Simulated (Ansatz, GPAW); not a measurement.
# Reading EPR parameters

A crystal has the composition Na4MAs2O8, where M is a 3d element. A calculation (PBE+U, spin-orbit coupling in second variation, Ansatz) gives:

```
S                    : 1/2
g                    : 2.0583, 2.0624, 2.1996
moment in its sphere : 0.63 μB
```

**Question.** Which ion is it, and why?

The crystal is Na4CuAs2O8, space group P-1. The spin sits on Cu, with 4 O at 1.94 to 1.95 Å round it. With the usual charges of the other elements M must be +2. High-spin ions of that charge with S = 1/2 are d9 and d1, Cu and Sc; the sign of the g shift picks Cu²⁺ d⁹. Low-spin ions are left aside. The shift is positive: in a shell more than half full the orbital moment adds to the spin.

[Logs are printed without paths, hosts, clocks, repeated set-up lines and the standing remarks that a program may print on its own settings, such as how far it seeks lower states.]

[Hosts, paths, dates, database ids (printed as entryN), source tags and the programs' standing remarks are cut or masked in the printed files.]
